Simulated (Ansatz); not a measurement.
# Quasi-harmonic thermodynamics of ScAl3 (Pm-3m)

Aim: the lattice, expansion, heat capacity and bulk modulus of ScAl3 as it warms. The starting cell is a computed one from a database.

Method: DFT PBEsol, scalar-relativistic, plane waves, PAW, in Ansatz 0.2.0.

Report form: the programs' logs are mostly left out.

### 1. Set-up

The structure is cubic, space group Pm-3m (No. 221). The conventional cell has a = 4.088 Å, b = 4.088 Å, c = 4.088 Å, α = 90.00°, β = 90.00°, γ = 90.00°. Nearest to Sc lie 12 Al at 2.89 Å. Al has 4 Sc at 2.89 Å and 8 Al at 2.89 Å nearest. Farther neighbours are not listed.

### 2. Probe on a coarse mesh

Before spending time, one coarse run tells the gap and the pressure of the starting cell.

input.yaml

```yaml
crystal:
  lattice:
    - [4.08780657, 0.0, 0.0]
    - [0.0, 4.08780657, 0.0]
    - [0.0, 0.0, 4.08780657]
  atoms:
    - { symbol: Sc, position: [0.0, 0.0, 0.0] }
    - { symbol: Al, position: [0.5, 0.0, 0.5] }
    - { symbol: Al, position: [0.0, 0.5, 0.5] }
    - { symbol: Al, position: [0.5, 0.5, 0.0] }
kpoints:
  mp_grid: { grid: [4, 4, 4] }
hamiltonian:
  xc: pbesol
scf:
  occupations: { method: gaussian, width: 0.1 }
output:
  forces: true
  stress: true
  eigenvalues: true
```

Launch:

```console
$ ansatz run input.yaml --threads 8 --pin off --max-ram 16384MiB --backend cpu --events-out ev --progress --plain --runs-dir out
```

Run time: 0.7 s. Hardware: 8 threads of Intel Xeon at 2.70GHz, shared host; peak memory 0.37 GiB.

This step gave:

```yaml
pressure: -0.8871 GPa
volume_per_atom: 17.08 Å³
gap_on_the_k_mesh: 0 eV
```

The start is under -0.89 GPa at this level and looks like a metal on this mesh.

### 3. Finding the static equilibrium

Phonons are second derivatives about a minimum, so cell and atoms are relaxed first, inside the symmetry of the start.

Edit input.yaml of step 2 so:

```diff
@@ -11,3 +11,3 @@
 kpoints:
-  mp_grid: { grid: [4, 4, 4] }
+  mp_grid: { grid: [10, 10, 10] }
 hamiltonian:
@@ -20 +20,6 @@
   eigenvalues: true
+relax:
+  adjacent_minimum: "off"
+  f_tol: 0.005
+  max_steps: 80
+  cell: { stress_tol: 0.05 }
```

Wall time 3.8 s (8 threads); peak memory 0.49 GiB; 18 s of CPU time.

The steps of the relaxation:

```
step  energy less that of the first step (eV)  largest force component (eV/Å)  pressure (GPa)  volume (Å³)
   1                                   0.0000                          0.0000           -1.11        68.31
   2                                  -0.0018                          0.0000            0.83        66.88
   3                                  -0.0032                          0.0000           -0.02        67.48
  4*                                  -0.0029                          0.0000           -0.02        67.48
```

Relaxation steps marked * repeat the geometry before them on a plane-wave basis chosen anew for their cell, so energy and pressure can jump there.

The run keeps the 48 symmetry operations that it works with, so distortions that break them were not tested.

```
conventional cell, symmetrised  before  after  change
                         a (Å)   4.088  4.071  -0.4 %
                         b (Å)   4.088  4.071  -0.4 %
                         c (Å)   4.088  4.071  -0.4 %
              volume (Å³/atom)   17.08  16.87  -1.2 %
```

The relaxed structure:

```xyz
4
Lattice="4.0713 0.0000 0.0000 0.0000 4.0713 0.0000 0.0000 0.0000 4.0713" Properties=species:S:1:pos:R:3 pbc="T T T"
Sc    0.0000    0.0000    0.0000
Al    2.0356    0.0000    2.0356
Al    0.0000    2.0356    2.0356
Al    2.0356    2.0356    0.0000
```

This step gave:

```yaml
pressure: -0.02151 GPa
volume_per_atom: 16.87 Å³
```

The relaxation ends with a pressure of -0.02 GPa.

### 4. Relaxing to small residual forces and stress

The relaxation is repeated with tighter thresholds on force and stress, since phonons are sensitive to what is left; a change of mesh or smearing in the input moves the cell too.

input.yaml

```yaml
crystal:
  lattice:
    - [4.0712985949, 0.0, 0.0]
    - [0.0, 4.0712985949, 0.0]
    - [0.0, 0.0, 4.0712985949]
  atoms:
    - { symbol: Sc, position: [0.0, 0.0, 0.0] }
    - { symbol: Al, position: [0.5, 0.0, 0.5] }
    - { symbol: Al, position: [0.0, 0.5, 0.5] }
    - { symbol: Al, position: [0.5, 0.5, 0.0] }
kpoints:
  mp_grid: { grid: [12, 12, 12] }
hamiltonian:
  xc: pbesol
scf:
  occupations: { method: methfessel_paxton, width: 0.2 }
output:
  forces: true
  stress: true
  eigenvalues: true
relax:
  adjacent_minimum: "off"
  f_tol: 0.001
  max_steps: 60
  cell: { stress_tol: 0.01 }
```

Wall time 4.1 s (8 threads); peak memory 0.51 GiB; 22 s of CPU time.

Little changed from the start: no atom moved by 0.005 Å and no cell edge by 0.1 %.

This step gave:

- pressure: -0.008018 GPa

The residual pressure is -0.0080 GPa, small enough for phonons.

### 5. The quasi-harmonic study

The study relaxes the crystal at several strains, solves the phonons on some of them and minimises the free energy at each temperature (static energy, vibrations, the electrons in a metal, and PV under a set pressure); the q-mesh sets how far the force constants reach.

input.yaml, the sections that differ from step 4:

```yaml
crystal:
  lattice:
    - [4.0716013603, 0.0, 0.0]
    - [0.0, 4.0716013603, 0.0]
    - [0.0, 0.0, 4.0716013603]
  atoms:
    - { symbol: Sc, position: [0.0, 0.0, 0.0] }
    - { symbol: Al, position: [0.5, 0.0, 0.5] }
    - { symbol: Al, position: [0.0, 0.5, 0.5] }
    - { symbol: Al, position: [0.5, 0.5, 0.0] }
output:
  eigenvalues: true
phonons:
  method: dfpt
  qmesh: [4, 4, 4]
  temperatures: { t_max: 900.0, t_step: 50 }
  thermal_expansion: {}
# kpoints, hamiltonian, scf: as in step 4
# relax: removed
```

The job ended after 55 min (8 threads; peak memory 5.2 GiB).

Numbers from this step:

| Property | Result |
| --- | --- |
| pressure | -0.01312 GPa |
| volume expansion coefficient at 298 K | 40.32 1e-6/K |
| C_P at 298 K | 22.91 J/mol-atom/K |
| entropy at 298 K | 23.95 J/mol-atom/K |
| isothermal bulk modulus at 298 K | 86.53 GPa |
| Grüneisen parameter at 298 K | 1.600 |
| volume at 298 K | 17.12 Å³/atom |
| principal linear expansion coefficients at 298 K | 13.44, 13.44, 13.44 1e-6/K |

Strained cells of the study; zero-point energy where phonons were solved; the pressures are stresses at a fixed cutoff and can carry an offset from the finite basis. Expansion cells, by row:

```
cell  |a| (Å)  |b| (Å)  |c| (Å)  V (Å³/atom)  E - E_lowest (meV/atom)  pressure, compression positive (GPa)  gap (eV)  zero-point energy (meV/atom)
   1    4.072    4.072    4.072        16.87                        0                                -0.015         -                             -
   2    4.104    4.104    4.104        17.28                    2.751                                -2.104         -                             -
   3    4.039    4.039    4.039        16.48                    2.778                                 2.292         -                             -
   4    4.072    4.072    4.072        16.88                        0                                 -0.02         -                          45.4
   5    4.092    4.092    4.092        17.13                    1.101                                -1.352         -                         44.33
   6    4.124    4.124    4.124        17.53                    6.909                                -3.252         -                         42.67
   7     4.15     4.15     4.15        17.87                    15.28                                -4.677         -                         41.32
   8    4.031    4.031    4.031        16.38                    4.366                                 2.902         -                             -
   9    4.051    4.051    4.051        16.63                    1.065                                 1.397         -                             -
  10    4.183    4.183    4.183         18.3                    30.12                                -6.297         -                             -
```

Quasi-harmonic; a, b, c are the run's own cell vectors. Expansion, by row:

```
T (K)  a (Å)  b (Å)  c (Å)  alpha (deg)  beta (deg)  gamma (deg)  cell volume (Å³/cell)  alpha_a (1e-6/K)  alpha_b (1e-6/K)  alpha_c (1e-6/K)  alpha_V (1e-6/K)  C_P (J/mol-atom/K)  C_V (J/mol-atom/K)  S (J/mol-atom/K)  B_T (GPa)  B_S (GPa)  Grueneisen  extrapolation  fit error (1e-6/K)
    0  4.082  4.082  4.082           90          90           90                     68                 0                 0                 0                 0                   0                   0                 0      90.14      90.14           -              0                   0
   50  4.082  4.082  4.082           90          90           90                     68              1.19              1.19              1.19              3.56               2.146               2.145             0.639       90.1      90.13       1.529              0                   0
  100  4.082  4.082  4.082           90          90           90                  68.03              5.94              5.94              5.94             17.81               10.47               10.44             4.634      89.72      89.97       1.568              0                   0
  150  4.084  4.084  4.084           90          90           90                  68.11              9.44              9.44              9.44             28.32               16.47               16.36             10.13      89.04      89.64       1.581              0                   0
  200  4.086  4.086  4.086           90          90           90                  68.22             11.44             11.44             11.44             34.33                19.8               19.59             15.37      88.24       89.2       1.588              0                   0
  250  4.089  4.089  4.089           90          90           90                  68.35             12.65             12.65             12.65             37.96               21.73               21.41             20.01      87.38       88.7       1.594              0                0.01
298.1  4.091  4.091  4.091           90          90           90                  68.47             13.44             13.44             13.44             40.32               22.91               22.48             23.95      86.53      88.19         1.6              0                0.01
  300  4.091  4.091  4.091           90          90           90                  68.48             13.47             13.47             13.47              40.4               22.95               22.51             24.09      86.49      88.17         1.6              0                0.01
  350  4.094  4.094  4.094           90          90           90                  68.62             14.06             14.06             14.06             42.18               23.78               23.23             27.69      85.58      87.61       1.606              0                0.01
  400  4.097  4.097  4.097           90          90           90                  68.77             14.54             14.54             14.54             43.61               24.39               23.73             30.91      84.66      87.04       1.611              0                0.01
  450    4.1    4.1    4.1           90          90           90                  68.92             14.94             14.94             14.94             44.81               24.87               24.09             33.81      83.72      86.45       1.616              0                0.01
  500  4.103  4.103  4.103           90          90           90                  69.08             15.29             15.29             15.29             45.88               25.27               24.36             36.45      82.78      85.86       1.622              0                0.01
  550  4.106  4.106  4.106           90          90           90                  69.24             15.62             15.62             15.62             46.87                25.6               24.57             38.88      81.82      85.25       1.627              0                0.01
  600   4.11   4.11   4.11           90          90           90                   69.4             15.94             15.94             15.94             47.81               25.91               24.75             41.12      80.86      84.64       1.632              0                0.01
  650  4.113  4.113  4.113           90          90           90                  69.57             16.24             16.24             16.24             48.72               26.18               24.89              43.2      79.88      84.03       1.638              0                0.01
  700  4.116  4.116  4.116           90          90           90                  69.74             16.54             16.54             16.54             49.61               26.45               25.02             45.15       78.9       83.4       1.643              0                0.01
  750   4.12   4.12   4.12           90          90           90                  69.92             16.83             16.83             16.83              50.5                26.7               25.13             46.99      77.91      82.77       1.648              0                0.01
  800  4.123  4.123  4.123           90          90           90                  70.09             17.13             17.13             17.13             51.39               26.94               25.23             48.72      76.91      82.14       1.654              0                0.01
  850  4.127  4.127  4.127           90          90           90                  70.28             17.43             17.43             17.43             52.29               27.18               25.31             50.36       75.9       81.5       1.659              0                0.02
  900   4.13   4.13   4.13           90          90           90                  70.46             17.74             17.74             17.74             53.21               27.42               25.39             51.92      74.88      80.85       1.664              0                0.02
```

Expansion coefficient against temperature; values in 1e-6/K:

```
temperature (K)  volume  principal 1
              0       0            0
             50    3.56         1.19
            100    17.8         5.94
            150    28.3         9.44
            200    34.3         11.4
            250    38.0         12.7
            298    40.3         13.4
            300    40.4         13.5
            350    42.2         14.1
            400    43.6         14.5
            450    44.8         14.9
            500    45.9         15.3
            550    46.9         15.6
            600    47.8         15.9
            650    48.7         16.2
            700    49.6         16.5
            750    50.5         16.8
            800    51.4         17.1
            850    52.3         17.4
            900    53.2         17.7
```

At 298 K the volume expansion is 40.3 × 10⁻⁶/K and B_T is 86.5 GPa. The program raised the cutoff to 487.2 eV by itself: with no cutoff typed, the study takes about 1.16 times the default for its relaxations and scales it with the volume for the phonons.

### 6. Summary of results

```
settings of these figures                        : PBEsol, 487.2 eV, k 12×12×12, q 4×4×4
volume expansion coefficient at 298 K            : 40.32 1e-6/K
C_P at 298 K                                     : 22.91 J/mol-atom/K
entropy at 298 K                                 : 23.95 J/mol-atom/K
isothermal bulk modulus at 298 K                 : 86.53 GPa
Grüneisen parameter at 298 K                     : 1.600
volume at 298 K                                  : 17.12 Å³/atom
principal linear expansion coefficients at 298 K : 13.44, 13.44, 13.44 1e-6/K
```

Near room temperature ScAl3 expands by 40.3 × 10⁻⁶/K in volume by PBEsol, with C_P = 22.9 J/(mol K) per mole of atoms and B_T = 86.5 GPa. C_P at room temperature is 92 % of the classical 3R an atom, so the stiffest modes are still partly frozen out. In this metal the study includes the electrons' free energy, which adds a term that grows with temperature, so the heat capacities need not level off at 3R. The log notes that a few bands missed the eigensolver's threshold in the phonon runs. The PAW files were made for PBE and are used here under another functional, for which the program regenerates the frozen cores.

[Logs are printed without paths, hosts, clocks, repeated set-up lines and the standing remarks that a program may print on its own settings, such as how far it seeks lower states.]

[Hosts, paths, dates, database ids (printed as entryN), source tags and the programs' standing remarks are cut or masked in the printed files.]

[A step with changed settings may run another functional than the one named; its input shows which.]
